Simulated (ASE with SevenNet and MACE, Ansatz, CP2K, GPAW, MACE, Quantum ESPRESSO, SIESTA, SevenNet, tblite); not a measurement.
# Σ7 (111) twist boundary in CsBr (84 atoms) in machine-learned potentials

How do the settings of machine-learned potentials change the result for Σ7 (111) twist boundary in CsBr (84 atoms)? A plane-wave run serves as the yardstick.

Method: the method is named at each step, in ASE with SevenNet and MACE.

### Step 1. Set-up

The cell holds 84 atoms: 42 Cs and 42 Br. Its edges and angles: a = 16.052 Å, b = 16.052 Å, c = 16.126 Å, α = 90.0°, β = 90.0°, γ = 60.0°. It derives from CsBr (CsCl-type). CsCl-type CsBr (a = 4.29 Å); two grains turned against each other by 81.79 deg about [111]; 1 x 1 coincidence cells, 1 lattice periods a grain, two boundaries a cell, upper grain shifted by [0.246, 0] of the boundary cell and opened by 1.98 Å, no atom removed; minimised with a classical potential (one cell length free). Then every atom was moved at random, 0.03 Å r.m.s. a Cartesian component. Regions: lower grain, 42 atoms (21 Cs and 21 Br); upper grain, 42 atoms (21 Cs and 21 Br). The structure's axis is c.

The yardstick, on the same geometry:

| Property | Result |
| --- | --- |
| method | Kohn-Sham DFT, PBE, SSSP efficiency 1.3.0 pseudopotentials, plane waves (Quantum ESPRESSO 7.5); sssp-pbe-1.3.0-efficiency, cutoffs 45/360 Ry, Γ point |
| r.m.s. force component | 0.1094 eV/Å |
| longest force | 0.4922 eV/Å |
| pressure | 0.8633 GPa |
| gap (highest filled to lowest empty level) | 3.582 eV |
| time | 13 min on 4 MPI ranks of Arm Neoverse V2, shared host |
| CPU time | 50 min |

### Step 2. SevenNet 0 potential

Method: machine-learned interatomic potential SevenNet 0, trained on PBE(+U) plane-wave data.

run.py

```python
import numpy as np
from ase.io import read
import mlip  # loads the published weights by name

atoms = read("structure.xyz")
atoms.calc = mlip.calc("7net-0")
energy = atoms.get_potential_energy()
forces = atoms.get_forces()
print(f"energy {energy:.6f} eV")
print("forces (eV/A)")
for i, (a, f) in enumerate(zip(atoms, forces)):
    print(f"{i:4d} {a.symbol:2s} {f[0]:10.5f} {f[1]:10.5f} {f[2]:10.5f}")
stress = -atoms.get_stress(voigt=False) * 160.21766
print("stress (GPa, compression positive)")
for row in stress:
    print(" ".join(f"{x:10.4f}" for x in row))
```

structure.xyz

```xyz
84
Lattice="16.05171 0.00000 0.00000 8.02586 13.90119 0.00000 0.00000 0.00000 16.12598" Properties=species:S:1:pos:R:3 pbc="T T T"
Cs 13.48569 9.59182 1.24235
Br 13.48464 9.66202 4.75668
Cs 12.48920 13.05683 3.61141
Br 13.16209 11.91276 7.65097
Cs 1.22531 0.09661 1.06641
Br 1.12394 0.01529 4.66557
Cs 17.94260 5.93720 0.60698
Br 18.25682 5.99266 4.55607
Cs 15.98197 3.31279 3.39081
Br 15.77506 3.31474 6.99948
Cs 19.36093 12.05761 1.11156
Br 19.38509 12.03273 4.52043
Cs 17.11514 9.18785 3.26309
Br 17.35511 9.26792 6.86757
Cs 14.94198 6.66020 6.05595
Br 14.80385 6.50103 2.42293
Cs 15.93887 12.42044 5.44913
Br 15.86022 12.37456 1.91722
Cs 6.59934 1.81021 1.25009
Br 6.57960 1.83301 4.81102
Cs 7.67392 8.41092 0.62730
Br 7.81967 8.13261 4.16582
Cs 5.41641 5.38268 3.17375
Br 5.38696 5.38365 6.71002
Cs 3.15023 2.74229 6.03225
Br 3.31990 2.56296 2.50098
Cs 6.74533 11.51144 3.10651
Br 6.77896 11.63252 6.65035
Cs 20.70823 8.70395 5.69312
Br 20.47653 8.61651 2.06961
Cs 12.27057 4.14144 1.18687
Br 12.21840 4.15701 4.81361
Cs 10.13954 1.33674 3.34001
Br 10.04917 1.20940 7.40602
Cs 11.14254 7.29409 3.43483
Br 8.99321 7.38473 7.88448
Cs 8.76672 4.66760 5.50751
Br 8.78462 4.62632 1.97043
Cs 10.06419 10.53585 5.97258
Br 10.24300 10.72046 2.14637
Cs 13.51225 0.83477 5.50476
Br 13.61947 0.88092 2.01978
Cs 2.71563 0.08674 9.07006
Br 2.80857 0.06005 12.71001
Cs 13.35101 1.80854 9.27631
Br 13.37348 1.79437 12.88772
Cs 7.72023 4.17091 9.20890
Br 7.71630 4.17578 12.89127
Cs 9.94355 1.39040 11.38188
Br 9.95535 1.28739 15.42531
Cs 18.06604 6.03256 8.58531
Br 17.88426 6.00045 12.62116
Cs 4.01887 3.29180 11.49057
Br 4.23500 3.33059 15.01813
Cs 6.51001 0.86618 13.56388
Br 6.32036 0.90942 10.09277
[... 24 atom lines left out ...]
Cs 9.95046 10.50485 14.01428
Br 9.75455 10.68320 10.26564
Cs 20.10373 12.39972 13.52244
Br 20.24129 12.29463 9.98118
```

Run with:

```bash
$ OMP_NUM_THREADS=1 python run.py > output.txt
```

The program printed:

```text
energy -244.696976 eV
forces (eV/A)
   0 Cs   -0.04963   -0.00214   -0.07828
   1 Br   -0.00997   -0.04321    0.00699
   2 Cs   -0.00838   -0.02468    0.15979
   3 Br   -0.09724    0.02784   -0.06289
   4 Cs    0.05289   -0.06146   -0.11732
   5 Br    0.12773    0.02611    0.08049
   6 Cs   -0.00773    0.10452   -0.11312
   7 Br   -0.19804   -0.06765   -0.00472
   8 Cs   -0.07021    0.04785    0.17632
   9 Br    0.06325    0.04910    0.02506
  10 Cs   -0.05854   -0.04304   -0.18453
  11 Br   -0.08855    0.00291   -0.05140
  12 Cs    0.10989   -0.02042    0.04940
  13 Br    0.03922    0.02711    0.04900
  14 Cs    0.04851   -0.06231   -0.12008
  15 Br    0.02402    0.02997    0.01559
  16 Cs    0.11545    0.04839    0.07458
  17 Br   -0.09530    0.02298    0.10679
  18 Cs    0.16799    0.14496   -0.10209
  19 Br    0.05340   -0.09629   -0.04196
  20 Cs    0.13247   -0.04283    0.05168
  21 Br    0.07421   -0.07198   -0.03206
  22 Cs    0.06390    0.00186    0.02485
  23 Br   -0.01827   -0.12582    0.13717
[...]
76 Cs    0.06823    0.00449   -0.02208
  77 Br    0.04040   -0.06630   -0.12478
  78 Cs    0.03739    0.00153    0.16125
  79 Br    0.06198    0.06156   -0.20270
  80 Cs    0.27573    0.02455    0.06939
  81 Br    0.04386    0.14411   -0.12717
  82 Cs   -0.11152    0.03590    0.12941
  83 Br    0.03933    0.12732    0.08337
stress (GPa, compression positive)
    0.9002    -0.0108    -0.0156
   -0.0108     0.8646     0.0581
   -0.0156     0.0581     1.5902
```

Run time: 6.2 s. Hardware: 1 thread of Arm Neoverse V2, shared host; peak memory 0.65 GiB.

Banners, paths, timers and routine set-up lines are dropped from the logs unmarked, and long logs keep their key lines alone; longer cuts are marked.

Numbers from this run, and their distance from the reference:

* r.m.s. force component: 0.09478 eV/Å
* r.m.s. difference of force components: 38.81 meV/Å
* longest difference of force vectors: 132.7 meV/Å
* force difference over r.m.s. force: 35.48 %
* slope of forces against the reference's: 0.8123
* correlation of force components: 0.9377
* pressure: 1.118 GPa
* pressure difference: 0.255 GPa

Length of the force difference by element (eV/Å):

```
element  atoms   mean  most
     Br     42  0.056  0.13
     Cs     42  0.065  0.13
```

A closer look about Cs63, which bears the longest force: 9 atoms, nearest first, numbered in the order of the input, with positions taken from that point.

```
atom      x      y      z  distance (Å)  bonds      Fx      Fy  Fz (eV/Å)
Cs63   0.00   0.00   0.00          0.00      6   0.152   0.090     -0.371
Br64   0.08   0.06   3.39          3.39      8   0.026   0.102      0.158
Br28   0.32   2.10  -2.76          3.48      5  -0.057  -0.106      0.094
Br74  -1.23  -3.05   1.16          3.49      7  -0.058  -0.004     -0.200
Br82   3.29   1.15   0.85          3.59      8   0.044   0.144     -0.127
Br84  -2.27   2.76   0.57          3.62      7   0.039   0.127      0.083
Br36   2.53  -2.15  -1.53          3.66      6   0.140   0.021      0.045
Cs65   2.40  -2.29   2.10          3.93      7   0.108   0.001     -0.077
Cs71  -3.56  -0.30   1.93          4.06      7  -0.168  -0.127      0.093
```

Atoms are counted from 1 here, from 0 in the log.

Forces lie 35 % from the reference's, at 0.0021 times its CPU time (on 1 against 4 cores).

### Step 3. MACE MP-0b3 medium potential

Method: machine-learned interatomic potential MACE MP-0b3 medium, trained on PBE(+U) plane-wave data.

Changes to run.py since step 2:

```diff
@@ -5,3 +5,3 @@
 atoms = read("structure.xyz")
-atoms.calc = mlip.calc("7net-0")
+atoms.calc = mlip.calc("mace-mp-0b3-medium")
 energy = atoms.get_potential_energy()
```

structure.xyz is that of step 2.

The program printed:

```text
energy -243.636760 eV
forces (eV/A)
   0 Cs   -0.01442   -0.01551   -0.15567
   1 Br    0.00875   -0.06517   -0.01840
   2 Cs   -0.02272   -0.00619    0.09936
   3 Br   -0.13977   -0.00021   -0.01153
   4 Cs    0.04628   -0.10413   -0.10136
   5 Br    0.08837    0.05498    0.00793
   6 Cs   -0.01839    0.08742   -0.13365
   7 Br   -0.20455   -0.05455   -0.01732
   8 Cs   -0.07750    0.06573    0.18536
   9 Br    0.03431    0.13123   -0.06225
  10 Cs   -0.07888   -0.05227   -0.25885
  11 Br   -0.10722   -0.00735   -0.03680
  12 Cs    0.08729   -0.01380    0.09219
  13 Br    0.02579   -0.02275    0.00451
  14 Cs    0.00900   -0.07766   -0.23565
  15 Br    0.02837    0.05717    0.03211
  16 Cs    0.08546    0.05727    0.12624
  17 Br   -0.10342    0.01498    0.14290
  18 Cs    0.13127    0.11797   -0.19492
  19 Br    0.08496   -0.06784   -0.06868
  20 Cs    0.12001   -0.03425    0.06577
  21 Br    0.03689   -0.07217   -0.04600
  22 Cs    0.08296   -0.01297    0.04397
  23 Br   -0.04361   -0.10033    0.17858
[...]
76 Cs    0.03140    0.01420    0.08304
  77 Br    0.03942   -0.07053   -0.10374
  78 Cs    0.04486    0.01768    0.08661
  79 Br    0.10131    0.03225   -0.14642
  80 Cs    0.26683    0.02627    0.08204
  81 Br    0.05561    0.12754   -0.10971
  82 Cs   -0.08186    0.05397    0.19051
  83 Br    0.05514    0.12346    0.11492
stress (GPa, compression positive)
    0.5485    -0.0130    -0.0217
   -0.0130     0.5079     0.0362
   -0.0217     0.0362     1.5323
```

Wall time 6.5 s (1 thread); peak memory 0.73 GiB.

Against the reference:

* r.m.s. force component: 0.1054 eV/Å
* r.m.s. difference of force components: 20.82 meV/Å
* longest difference of force vectors: 69.01 meV/Å
* force difference over r.m.s. force: 19.03 %
* slope of forces against the reference's: 0.9456
* correlation of force components: 0.9819
* pressure: 0.8629 GPa
* pressure difference: -0.0004 GPa

Against the first run (35 %), the force difference from the reference is 19 %, at 1.0 times the CPU time.

### Step 4. SevenNet l3i5 potential

Method: machine-learned interatomic potential SevenNet l3i5, trained on PBE(+U) plane-wave data.

Changes to run.py since step 3:

```diff
@@ -5,3 +5,3 @@
 atoms = read("structure.xyz")
-atoms.calc = mlip.calc("mace-mp-0b3-medium")
+atoms.calc = mlip.calc("7net-l3i5")
 energy = atoms.get_potential_energy()
```

structure.xyz is that of step 3.

The program printed:

```text
energy -244.589050 eV
forces (eV/A)
   0 Cs   -0.05099   -0.01220   -0.12356
   1 Br    0.01478   -0.02758   -0.01477
   2 Cs   -0.00699   -0.02778    0.13919
   3 Br   -0.13150    0.01945   -0.04670
   4 Cs   -0.03261   -0.12207   -0.06876
   5 Br    0.14354    0.05751    0.07615
   6 Cs   -0.02010    0.12654   -0.14557
   7 Br   -0.21552   -0.07547   -0.01534
   8 Cs   -0.06640    0.04673    0.16026
   9 Br    0.03911    0.13566   -0.05302
  10 Cs   -0.07118   -0.03097   -0.25807
  11 Br   -0.11138    0.00306   -0.06396
  12 Cs    0.11714   -0.01738    0.06950
  13 Br    0.02345   -0.01477    0.01865
  14 Cs    0.00545   -0.06645   -0.15863
  15 Br    0.05095    0.02127    0.03902
  16 Cs    0.11456    0.05458    0.13284
  17 Br   -0.11185    0.02569    0.13734
  18 Cs    0.17669    0.11956   -0.16001
  19 Br    0.03982   -0.09755   -0.05246
  20 Cs    0.13271   -0.07537    0.07152
  21 Br    0.07948   -0.06481   -0.06134
  22 Cs    0.09832    0.01979    0.05125
  23 Br   -0.05802   -0.14518    0.15302
[...]
76 Cs    0.07241    0.00415    0.04280
  77 Br    0.06446   -0.07130   -0.10984
  78 Cs    0.03909   -0.00637    0.13681
  79 Br    0.09629    0.05760   -0.18791
  80 Cs    0.32210    0.04435    0.10062
  81 Br    0.03565    0.16633   -0.14037
  82 Cs   -0.11870    0.04151    0.19236
  83 Br    0.06173    0.14401    0.10721
stress (GPa, compression positive)
    0.8362    -0.0103    -0.0218
   -0.0103     0.8109     0.0586
   -0.0218     0.0586     1.5520
```

It took 6.9 s on 1 thread; peak memory 0.84 GiB.

Against the reference:

| Quantity | Value |
| --- | --- |
| r.m.s. force component | 0.1066 eV/Å |
| r.m.s. difference of force components | 25 meV/Å |
| longest difference of force vectors | 127.2 meV/Å |
| force difference over r.m.s. force | 22.85 % |
| slope of forces against the reference's | 0.9486 |
| correlation of force components | 0.9735 |
| pressure | 1.066 GPa |
| pressure difference | 0.2031 GPa |

Against the first run (35 %), the force difference from the reference is 23 %, at 1.1 times the CPU time.

### Step 5. All runs compared

Differences are against the plane-wave reference, forces as r.m.s. over components; share is that over the reference's r.m.s. force, slope the least-squares factor from reference forces to these. Total energies of different programs have different zeros and aren't compared.

```
                         run  Δ force, r.m.s. (meV/Å)  share (%)  slope  Δ pressure (GPa)  cores  CPU time  memory (GiB)
                   reference                        -          -      -                 -      4    50 min           9.1
        SevenNet 0 potential                     38.8       35.5  0.812             0.255      1     6.2 s          0.65
MACE MP-0b3 medium potential                     20.8       19.0  0.946           -4.0e-4      1     6.5 s          0.73
     SevenNet l3i5 potential                     25.0       22.9  0.949             0.203      1     6.9 s          0.84
```

Times of the machine-learned potentials are mostly Python's start and the loading of weights.

CPU time is summed over cores on a shared host, where runs went side by side, so it is rough. Symmetry, cutoffs, thresholds, outputs and thread counts weren't matched or tuned between programs; memory under MPI is the largest rank's times the ranks.

### Step 6. What came out

- nearest in forces: MACE MP-0b3 medium potential, 19 %
- its CPU time: 6.5 s

Machine-learned potentials differ by 19 % (MACE MP-0b3 medium potential) to 35 % (SevenNet 0 potential); they were trained on other programs' data. Among those trained on PBE data the slope goes as low as 0.81. The reference's pressure holds the uncorrected Pulay stress of its 45 Ry basis, so small pressure differences, and their order, may be the reference's own error. Machine-learned potentials mimic data converged in k, so the reference's own k-point error enters their differences. The host structure and its lattice constant were typed by rule, without a check against the phase diagram. The electronic-structure runs sample only Γ, in a cell whose shortest periodic width is 14 Å. Spin–orbit coupling is left out, which matters for the levels of the heavy elements.

[Also dropped from logs without a mark: logging warnings of Python, and SIESTA's first energy breakdown and zero terms.]

[Logs are printed without paths, hosts, clocks, repeated set-up lines and the standing remarks that a program may print on its own settings, such as how far it seeks lower states.]

[Hosts, paths, dates, database ids (printed as entryN), source tags and the programs' standing remarks are cut or masked in the printed files.]
